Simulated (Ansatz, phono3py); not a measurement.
# KI (Fm-3m): lattice thermal conductivity, part 4 of 4

Aim: the lattice thermal conductivity of KI against temperature, and which phonons carry it.

Measurements to reproduce:
- thermal conductivity 2.6 W/m/K near room temperature (given in “Combining the AFLOW GIBBS and Elastic Libraries to efficiently and robustly screen thermo-mechanical properties of solids”, 2017, arXiv:1611.05714)
- thermal conductivity 2.6 W/m/K near room temperature (given in “Predicting the lattice thermal conductivity of solids by solving the Boltzmann transport equation: AFLOW - AAPL an automated, accurate and efficient framework”, 2017, arXiv:1611.05481)

Ansatz 0.2.0; DFT LDA, scalar-relativistic, plane waves, PAW; PAW set soft_1.

So far, κ at 300 K (relaxation time) (W/m/K): step 6 (a cheap rung, k-mesh 4×4×4, third order supercell 2×2×2) 6.36. Also highest frequency (cm⁻¹): step 6 146. The relaxed cell has a = 6.818 Å (conventional setting).

### Step 7. A cheap rung, k-mesh 6×6×6, third order supercell 3×3×3

A small supercell and a short cutoff cost little, and show how far such settings carry.

Input file input.yaml:

```yaml
crystal:
  lattice:
    - [0.0, 3.4089447823, 3.4089447823]
    - [3.4089447823, 0.0, 3.4089447823]
    - [3.4089447823, 3.4089447823, 0.0]
  atoms:
    - { symbol: K, position: [0.0, 0.0, 0.0] }
    - { symbol: I, position: [0.5, 0.5, 0.5] }
kpoints:
  mp_grid: { grid: [6, 6, 6] }
hamiltonian:
  xc: lda
  pseudopotentials: { kind: paw, azcp: { folder: soft_1 }, xc_functional: pbe }
scf:
  occupations: { method: fixed }
  lower_state_search: "off"
output:
  eigenvalues: true
phonons:
  method: fd
  dielectric: true
  qmesh: [6, 6, 6]
  temperatures: { t_max: 1000, t_step: 50 }
  qpath:
    path:
      - [[0.0, 0.0, 0.0], [0.5, 0.0, 0.5], [0.625, 0.25, 0.625]]
      - [[0.375, 0.375, 0.75], [0.0, 0.0, 0.0], [0.5, 0.5, 0.5], [0.5, 0.25, 0.75], [0.5, 0.0, 0.5]]
    npoints: 10
  third_order: { supercell: [3, 3, 3], pair_cutoff: 3.559 }
  lattice_thermal_conductivity:
    qmesh: [15, 15, 15]
    temperatures: [50.0, 100.0, 150.0, 200.0, 300.0, 400.0, 500.0]
    isotope_mass_variance: [{ species: I, variance: 0.0 }, { species: K, variance: 0.000164 }]
```

On the command line:

```bash
$ ansatz run input.yaml --threads 8 --pin off --max-ram 19456MiB --backend cpu --events-out ev --progress --plain --runs-dir out
```

Numbers of over 12 decimals in the logs are rounded to 6 here.

Output:

```text
[...]
Warning: phonons.third_order: as it is cut ahead of every solve, the batch solves 35 displaced supercells where 26 would do. It runs under 48 of the 1296 operations that the crystal's space group holds on the batch's supercell: the run's FFT boxes carry no more. The force constants lose no accuracy. For the smaller batch, try basis.xc_grid above 1 where it is 1, a denser FFT box (accuracy: high where it is lower, or a larger basis.ecutrho_ratio), or the same crystal shifted so that one of its atoms lies at the cell's origin: each can bring back operations that the batch needs, and none is sure to; [rest of the remark cut]
[...]
Crystal: 12 atoms, lattice volume = 475.380 Å³
Basis set: ecut = 420 eV, 9217 PW (Γ), FFT grids on a1, −a1+a2+a3, −a1+a3
Bands: 94, of which v1, the nominal top of the filled ones, is band 78 counted from 1 (77 counted from 0)
Symmetry: 24 space group operations
k-points: 16 of 36
[...]
SCF iter   1: F=—  HF=-53131.070672 eV  |F-HF|=—  |Δ(HF+E_count)|=         —  Δρ=1.42e-8  dr2=3.33e-13  ethr=1.00e-12  ⟨swp⟩=3.0  Hψ=3847  notcnv=0
[...]
SCF iter   2: F=-53131.070672 eV  HF=-53131.070672 eV  |F-HF|=1.46e-11  |Δ(HF+E_count)|=    0.00e0  Δρ=6.97e-9  dr2=1.02e-13  ethr=1.00e-12  ⟨swp⟩=3.0  Hψ=3174  notcnv=0
SCF 1 converged in 2 iterations: F = -53131.070672 eV  dr2 = 1.02e-13
[...]
Crystal: 2 atoms, lattice volume = 79.230 Å³
Basis set: ecut = 420 eV, 1471 PW (Γ), exchange–correlation on 72×72×72 points (8 copies of the dense FFT grid, shifted against one another)
Bands: 17, of which v1, the nominal top of the filled ones, is band 13 counted from 1 (12 counted from 0)
Symmetry: 48 space group operations
k-points: 30 of 216 (irreducible under 8 space group operations, time reversal used)
[...]
SCF iter   4: F=-8855.178446 eV  HF=-8855.178446 eV  |F-HF|=1.27e-11  |Δ(HF+E_count)|=  3.27e-11  Δρ=2.55e-7  dr2=3.26e-11  ethr=1.00e-12  ⟨swp⟩=7.2  Hψ=2186  notcnv=0
SCF 2 converged in 4 iterations: F = -8855.178446 eV  dr2 = 3.26e-11
[...]
Symmetry: 2 space group operations
k-points: 16 of 36 (time reversal used)
[...]
SCF iter   7: F=-53131.070666 eV  HF=-53131.070666 eV  |F-HF|=1.46e-11  |Δ(HF+E_count)|=  7.28e-12  Δρ=1.34e-8  dr2=1.10e-12  ethr=1.00e-12  ⟨swp⟩=5.8  Hψ=6172  notcnv=0
SCF 3 converged in 7 iterations: F = -53131.070666 eV  dr2 = 1.10e-12
Symmetry: 1 space group operations
k-points: 20 of 36 (time reversal used)
[...]
SCF iter   7: F=-53131.070666 eV  HF=-53131.070666 eV  |F-HF|=0.00e0  |Δ(HF+E_count)|=  1.46e-11  Δρ=1.32e-8  dr2=8.92e-13  ethr=1.00e-12  ⟨swp⟩=6.0  Hψ=7662  notcnv=0
SCF 4 converged in 7 iterations: F = -53131.070666 eV  dr2 = 8.92e-13
[...]
SCF iter   7: F=-53131.070666 eV  HF=-53131.070666 eV  |F-HF|=7.28e-12  |Δ(HF+E_count)|=  7.28e-12  Δρ=8.53e-9  dr2=5.81e-13  ethr=1.00e-12  ⟨swp⟩=5.8  Hψ=6051  notcnv=0
SCF 5 converged in 7 iterations: F = -53131.070666 eV  dr2 = 5.81e-13
[...]
SCF iter   3: F=-53131.070666 eV  HF=-53131.070666 eV  |F-HF|=7.28e-12  |Δ(HF+E_count)|=  1.46e-11  Δρ=2.46e-8  dr2=6.00e-13  ethr=1.00e-12  ⟨swp⟩=5.0  Hψ=6112  notcnv=0
SCF 6 converged in 3 iterations: F = -53131.070666 eV  dr2 = 6.00e-13
[...]
SCF iter   7: F=-53131.070667 eV  HF=-53131.070667 eV  |F-HF|=7.28e-12  |Δ(HF+E_count)|=  7.28e-12  Δρ=9.12e-9  dr2=8.35e-13  ethr=1.00e-12  ⟨swp⟩=5.8  Hψ=7654  notcnv=0
SCF 7 converged in 7 iterations: F = -53131.070667 eV  dr2 = 8.35e-13
[...]
SCF iter   3: F=-53131.070667 eV  HF=-53131.070667 eV  |F-HF|=7.28e-12  |Δ(HF+E_count)|=  2.91e-11  Δρ=2.34e-8  dr2=5.91e-13  ethr=1.00e-12  ⟨swp⟩=5.0  Hψ=7584  notcnv=0
SCF 8 converged in 3 iterations: F = -53131.070667 eV  dr2 = 5.91e-13
Basis set: ecut = 420 eV, 9227 PW (Γ), FFT grids on a1, a2, −3a1−3a2+a3
SCF iter   1: F=—  HF=-53131.070672 eV  |F-HF|=—  |Δ(HF+E_count)|=         —  Δρ=1.76e-8  dr2=5.55e-13  ethr=1.00e-12  ⟨swp⟩=3.0  Hψ=3597  notcnv=0
[...]
SCF iter   2: F=-53131.070672 eV  HF=-53131.070672 eV  |F-HF|=7.28e-12  |Δ(HF+E_count)|=    0.00e0  Δρ=8.56e-9  dr2=1.65e-13  ethr=1.00e-12  ⟨swp⟩=2.1  Hψ=2824  notcnv=0
SCF 9 converged in 2 iterations: F = -53131.070672 eV  dr2 = 1.65e-13
[...]
SCF iter   7: F=-53131.070667 eV  HF=-53131.070667 eV  |F-HF|=1.46e-11  |Δ(HF+E_count)|=    0.00e0  Δρ=1.33e-8  dr2=1.02e-12  ethr=1.00e-12  ⟨swp⟩=6.0  Hψ=7689  notcnv=0
SCF 10 converged in 7 iterations: F = -53131.070667 eV  dr2 = 1.02e-12
[...]
SCF iter   7: F=-53131.070667 eV  HF=-53131.070667 eV  |F-HF|=0.00e0  |Δ(HF+E_count)|=  1.46e-11  Δρ=1.19e-8  dr2=1.29e-12  ethr=1.00e-12  ⟨swp⟩=6.0  Hψ=7744  notcnv=0
[...]
SCF iter   2: F=—  HF=-239089.817162 eV  |F-HF|=—  |Δ(HF+E_count)|=   1.56e-3  Δρ=1.36e-4  dr2=3.18e-4  ethr=6.86e-7  ⟨swp⟩=2.0  Hψ=3479  notcnv=0  defer=408
[...]
SCF iter   7: F=-239089.816744 eV  HF=-239089.816744 eV  |F-HF|=1.16e-10  |Δ(HF+E_count)|=  4.37e-10  Δρ=9.67e-8  dr2=2.19e-10  ethr=1.00e-12  ⟨swp⟩=4.0  Hψ=8874  notcnv=0
SCF 77 converged in 7 iterations: F = -239089.816744 eV  dr2 = 2.19e-10
[...]
SCF iter   7: F=-239089.816072 eV  HF=-239089.816072 eV  |F-HF|=8.73e-11  |Δ(HF+E_count)|=  3.49e-10  Δρ=8.64e-8  dr2=1.70e-10  ethr=1.00e-12  ⟨swp⟩=4.0  Hψ=8874  notcnv=0
SCF 78 converged in 7 iterations: F = -239089.816072 eV  dr2 = 1.70e-10
[...]
SCF iter   7: F=-239089.816771 eV  HF=-239089.816771 eV  |F-HF|=1.46e-10  |Δ(HF+E_count)|=  5.53e-10  Δρ=9.83e-8  dr2=2.28e-10  ethr=1.00e-12  ⟨swp⟩=4.0  Hψ=8874  notcnv=0
SCF 79 converged in 7 iterations: F = -239089.816771 eV  dr2 = 2.28e-10
[...]
SCF iter   7: F=-239089.816359 eV  HF=-239089.816359 eV  |F-HF|=2.91e-11  |Δ(HF+E_count)|=  3.20e-10  Δρ=9.43e-8  dr2=2.00e-10  ethr=1.00e-12  ⟨swp⟩=4.0  Hψ=11832  notcnv=0
SCF 80 converged in 7 iterations: F = -239089.816359 eV  dr2 = 2.00e-10
[...]
SCF iter   7: F=-239089.816428 eV  HF=-239089.816428 eV  |F-HF|=1.16e-10  |Δ(HF+E_count)|=  2.33e-10  Δρ=9.09e-8  dr2=1.92e-10  ethr=1.00e-12  ⟨swp⟩=4.0  Hψ=11832  notcnv=0
SCF 81 converged in 7 iterations: F = -239089.816428 eV  dr2 = 1.92e-10
SCF converged after 2 iterations
Free energy (F): -53131.070672 eV
[...]
Internal energy: -53131.070672 eV  (E = F + TS)
E sigma→0 (E₀):  -53131.070672 eV
Fermi energy:    2.940647 eV
[...]
--- Band table (eV; the first three rows and the last of 16) ---
  k-point 0: bands = [... 74 lower, 2.5885, 2.9406, 2.9406, 2.9406, 6.8098, 7.4451, 8.1661, 8.1661, ... 12 higher]
  k-point 1: bands = [... 74 lower, 2.6288, 2.6549, 2.8027, 2.8027, 7.6680, 7.7394, 8.1661, 8.2893, ... 12 higher]
  k-point 2: bands = [... 74 lower, 2.8154, 2.8154, 2.8154, 2.8154, 7.5141, 7.5141, 7.9153, 7.9153, ... 12 higher]
  k-point 15: bands = [... 74 lower, 2.4501, 2.4501, 2.4878, 2.4878, 8.3015, 8.3015, 8.5360, 8.5360, ... 12 higher]
[...]
ASR residual: 3.419e-4 → 0.000e0 eV/Å²; symmetrization residual: 3.222e-4 eV/Å²
  largest component of a force at the reference: 5.5e-24 eV/Å
  ASR residual per site (eV/Å²): 3.42e-4 3.40e-4
  Γ frequencies (cm⁻¹): 0.00 0.00 0.00 114.86 114.86 114.86
  Unit cell's response to a homogeneous field, on a k mesh of 6×6×6: 1 representative field direction (Σ response iterations 8)
  ε∞ (high-frequency dielectric tensor):
        3.118764    -0.000000     0.000000
        0.000000     3.118764    -0.000000
        0.000000    -0.000000     3.118764
[...]
Born effective charges Z* (e; rows j = field, columns β = displacement):
    site 0:
         1.10536    0.00000   -0.00000
        -0.00000    1.10536   -0.00000
        -0.00000   -0.00000    1.10536
    site 1:
        -1.10536   -0.00000    0.00000
         0.00000   -1.10536    0.00000
         0.00000    0.00000   -1.10536
  Z* charge neutrality: 2.633e-5 e pre-enforcement
  k-mesh period / interband length: 28.9 Å / 1.70 Å = 16.98 at k = (0.0000, 0.0000, 0.0000), direct gap 3.869 eV — 14 or more, which is no proof of convergence
  optical modes at Γ without the LO–TO term, one row a degenerate level:
      ω (cm⁻¹)  modes    IR ((D/Å)²/amu)
        114.86      3             2.8293
  optical modes at Γ + LO–TO along q̂ = [1.0000, 0.0000, 0.0000]:
      ω (cm⁻¹)  modes    IR ((D/Å)²/amu)
        114.86      2             1.8862
        146.06      1             0.9431
  optical modes at Γ + LO–TO along q̂ = [0.0000, 1.0000, 0.0000]:
      ω (cm⁻¹)  modes    IR ((D/Å)²/amu)
        114.86      2             1.8862
        146.06      1             0.9431
  optical modes at Γ + LO–TO along q̂ = [0.0000, 0.0000, 1.0000]:
      ω (cm⁻¹)  modes    IR ((D/Å)²/amu)
        114.86      2             1.8862
        146.06      1             0.9431
--- Phonons (by wavevector): 16 wavevectors in 10 supercells ---
[...]
joined force constants: q→R imaginary residual 1.75e-18
[...]
38 force-constant blocks with the first atom in the home cell, fitted with 6 parameters over 4 symmetry orbits; no atom triplet left out
[...]
50.00           42.6299         46.4799           9          converged          6.116e-1
      100.00           17.9245         19.4396           9          converged          5.810e-1
      150.00           11.5267         12.5077           9          converged          5.713e-1
      200.00            8.5446          9.2766           9          converged          5.672e-1
      300.00            5.6646          6.1533           9          converged          5.635e-1
      400.00            4.2538          4.6214           9          converged          5.619e-1
      500.00            3.4150          3.7099           9          converged          5.609e-1
```

Elapsed: 29 min, on 8 threads of Arm Neoverse V2, shared host; peak memory 14 GiB.

Numbers from this step:

```
Γ frequencies                              : 0, 0, 0, 114.9, 114.9, 114.9 cm⁻¹ (negative: imaginary)
zero-point energy                          : 0.03086 eV/cell
highest frequency                          : 146.1 cm⁻¹
κ at 300 K (relaxation time)               : 5.665 W/m/K
κ at 300 K (full solution)                 : 6.153 W/m/K
mean free path at half of κ                : 36.8 nm
share of κ above the three lowest branches : 0.022
largest relative sum-rule correction       : 0.02755
displaced cells, third order               : 33
```

W/m/K. Kappa, by row:

```
T (K)  RTA xx  RTA yy  RTA zz  full xx  full yy  full zz  coherence part xx  coherence part yy  coherence part zz     ending  iterations  least Ritz value
   50   42.63   42.63   42.63    46.48    46.48    46.48           0.007036           0.007036           0.007036  converged           9             0.612
  100   17.92   17.92   17.92    19.44    19.44    19.44            0.01792            0.01792            0.01792  converged           9             0.581
  150   11.53   11.53   11.53    12.51    12.51    12.51            0.02539            0.02539            0.02539  converged           9             0.571
  200   8.545   8.545   8.545    9.277    9.277    9.277            0.03146            0.03146            0.03146  converged           9             0.567
  300   5.665   5.665   5.665    6.153    6.153    6.153            0.04151            0.04151            0.04151  converged           9             0.564
  400   4.254   4.254   4.254    4.621    4.621    4.621            0.04965            0.04965            0.04965  converged           9             0.562
  500   3.415   3.415   3.415     3.71     3.71     3.71            0.05633            0.05633            0.05633  converged           9             0.561
```

This rung gives 5.67 W/(m K) at 300 K by relaxation time, but with 54 atoms, 1 neighbour distance inside the cutoff and a 15×15×15 mesh it is a test, not the conductivity of the crystal.

### Step 8. Levels and costs side by side

Ladder, by row:

```
cells or q mesh  k mesh  pair cutoff  atoms in the supercell  q-mesh of the transport sums  κ at 300 K (relaxation time) (W/m/K)  κ at 300 K (full solution) (W/m/K)  core-minutes
          4x4x4   4x4x4        3.559                      16                         9×9×9                                 6.357                               6.735           9.1
          6x6x6   6x6x6        3.559                      54                      15×15×15                                 5.665                               6.153         224.7
```

### Step 9. Results

```
conductivity : not obtained on sound settings
```

What this shows: No conductivity was obtained: no run with a large enough supercell and cutoff finished.

[Logs are printed without paths, hosts, clocks, repeated set-up lines and the standing remarks that a program may print on its own settings, such as how far it seeks lower states.]

[Hosts, paths, dates, database ids (printed as entryN), source tags and the programs' standing remarks are cut or masked in the printed files.]

[A step with changed settings may run another functional than the one named; its input shows which.]
